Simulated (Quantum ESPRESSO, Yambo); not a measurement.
Planning a run of Yambo 5.3.0 on BO (GaSe-type monolayer). The input:

```
HF_and_locXC
gw0
dyson
ppa
em1d
rim_cut
rim_w
RandQpts= 3000000
RandGvec= 100 RL
CUTGeo= "slab z"
RandGvecW= 9 RL
EXXRLvcs= 72 Ry
VXCRLvcs= 288 Ry
Chimod= "HARTREE"
% BndsRnXp
 1 | 45 |
%
NGsBlkXp= 8 Ry
% LongDrXp
 1 | 1 | 0 |
%
% GbndRnge
 1 | 45 |
%
DysSolver= "n"
ExtendOut
PPAPntXp= 27.21138 eV
% QPkrange
 1 | 12 | 3 | 15 |
%
GfnQPdb= "E < ./gw4_fix/ndb.QP"
XfnQPdb= "E < ./gw4_fix/ndb.QP"
```

```sh
OMP_NUM_THREADS=1 mpirun -n 4 yambo -F gw5.in -J gw5 -C gw5 > gw5.log
```

The stored states that it reads are on a 9×9×1 mesh. The cell holds 4 atoms: 2 B and 2 O. Cell: a = 2.440 Å, b = 2.440 Å, c = 15.000 Å, α = 90.0°, β = 90.0°, γ = 120.0°. Vacuum lies along c.

Question: Estimate wall time and host memory on 4 MPI ranks of Intel Xeon 6975P-C (Granite Rapids), shared host.

It took 8 min; on shared hardware allow 4 min to 16 min. Peak host memory was 2.1 GiB.

The screening grows as filled bands × empty bands × pairs of k points, times the square of the screening basis for the matrix.

[Paths, hosts, dates, memory and timing lines, banners, echoed tables and standing remarks are left out of the program output.]

[Logs are printed without paths, hosts, clocks, repeated set-up lines and the standing remarks that a program may print on its own settings, such as how far it seeks lower states.]

[Runs of the session that timed out or met a known fault of the program may be left out.]

[Hosts, paths, dates, database ids (printed as entryN), source tags and the programs' standing remarks are cut or masked in the printed files.]
